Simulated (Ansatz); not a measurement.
# Fitting and testing ρ(T) of VSe2 (P-3m1)

Wanted: a compact model of ρ(T) for VSe2 (P-3m1) and a check of it.

The resistivities were computed with Ansatz 0.2.0 (DFT PBEsol, scalar-relativistic, plane waves, PAW; PAW set soft_1) from the linearised Boltzmann equation with harmonic phonons, on q 3×3×2, k 9×9×4, scattering 18×18×8; the fit below is done by hand on them.

## Step 1: The data

Symmetry: P-3m1, No. 164, trigonal system. Conventional cell: a = 3.274 Å, b = 3.274 Å, c = 6.149 Å, α = 90.00°, β = 90.00°, γ = 120.00°. V on site a is surrounded by 6 Se at 2.46 Å. Around Se on site d lie 3 V at 2.46 Å.

This is the relaxed cell of the run, from steps not shown here.

The mean resistivity of the three axes from 50 to 800 K, with one row held back; the colder rows stay outside the fit and test it at the end:

| T (K) | ρ (μΩ cm) |
| --- | --- |
| 50 | 11.03 |
| 77 | 24.08 |
| 100 | 36.08 |
| 150 | 62.68 |
| 200 | 89 |
| 300 | ? |
| 400 | 193.1 |
| 600 | 299.0 |
| 800 | 407.9 |

The resistivity is not converged: the component that moves most changes by 11 % between the two finest meshes at 300 K.

## Step 2: The fit

Bloch and Grüneisen's form is ρ(T) = A (T/Θ)⁵ J₅(Θ/T), with J₅(z) the integral of x⁵/((eˣ − 1)(1 − e⁻ˣ)) from 0 to z. It goes as T⁵ far below Θ and as A T/(4Θ) far above. For a trial Θ the best A is the geometric mean of ρ/[(T/Θ)⁵ J₅] over the rows, and the scatter of that ratio measures the fit:

| Θ (K) | A (μΩ cm) | scatter (%) |
| --- | --- | --- |
| 124 | 210.4 | 16.9 |
| 166 | 298.3 | 9.9 |
| 188 | 349.9 | 6.2 |
| 208 | 400.7 | 4.5 |
| 228 | 455.7 | 6.4 |
| 260 | 553.6 | 13.0 |
| 312 | 742.7 | 25.7 |

The scatter is least at Θ = 208 K, with A = 400.7 μΩ cm (4.5 % r.m.s.).

| T (K) | computed | fit |
| --- | --- | --- |
| 50 | 11.03 | 10.50 |
| 77 | 24.08 | 25.38 |
| 100 | 36.08 | 38.24 |
| 150 | 62.68 | 65.05 |
| 200 | 89 | 90.76 |
| 400 | 193.1 | 189.8 |
| 600 | 299.0 | 287.1 |
| 800 | 407.9 | 383.9 |

## Step 3: Prediction and check

At T = 300 K, Θ/T = 0.693, J₅ = 0.05626 and (T/Θ)⁵ = 6.242, so the fit gives 140.7 μΩ cm. The computed value is 141 μΩ cm: the fit is off by -0.22 %. Outside its range, at 20 K, it gives 0.389 against 0.815 μΩ cm computed, 0.48 times that; at that temperature the run's own test moves by 17 % between meshes in the component that moves most. Among the rows used, the largest miss is +6.0 %, at 100 K.

## Step 4: Reading Θ and A

Θ = 208 K is 1.54 times ħω_log/k_B (135 K) and 0.39 of the highest phonon frequency (527 K). The high-temperature slope of the fit, A/(4Θ), is 0.482 μΩ cm/K. The same slope from the run's transport coupling and plasma energy, 2π k_B λ_tr/(ħ ε₀ ω_p²) with λ_tr = 1.71, 1.71, 1.07 (xx, yy, zz) and ħω_p = 3.99, 3.99, 2.36 (xx, yy, zz) eV, is 0.547 μΩ cm/K in the mean of the axes, +13.7 % from it. For comparison, the computed rows rise by 0.545 μΩ cm/K between the two hottest.

## Step 5: What came out

```
Θ                                            : 208 K
A                                            : 400.7 μΩ cm
scatter of the fit                           : 4.5 %
held-back row at 300 K, fit against computed : 140.7 against 141 μΩ cm
```

What this shows: Two numbers, Θ = 208 K and A = 401 μΩ cm, hold the computed ρ(T) from 50 to 800 K within 4.46 % r.m.s. and predict the held-back row within 0.22 %. At 20 K, outside the rows fitted, it gives 0.48 times the computed value. The misses are not random: the largest is +6.0 %, at 100 K. By the run's own test the resistivity at 300 K moves by 11 % between its two finest scattering meshes, in the component that moves most. The mean hides an anisotropy: at 300 K the components are 109, 109, 205 (xx, yy, zz) μΩ cm. The relaxed volume lies -4.5 % from the database entry, whose temperature is not recorded here; volume shifts the phonons and ρ. The fit describes the calculation: impurities, thermal expansion, changes of phase and anharmonicity are in neither.

[Logs are printed without paths, hosts, clocks, repeated set-up lines and the standing remarks that a program may print on its own settings, such as how far it seeks lower states.]

[Hosts, paths, dates, database ids (printed as entryN), source tags and the programs' standing remarks are cut or masked in the printed files.]
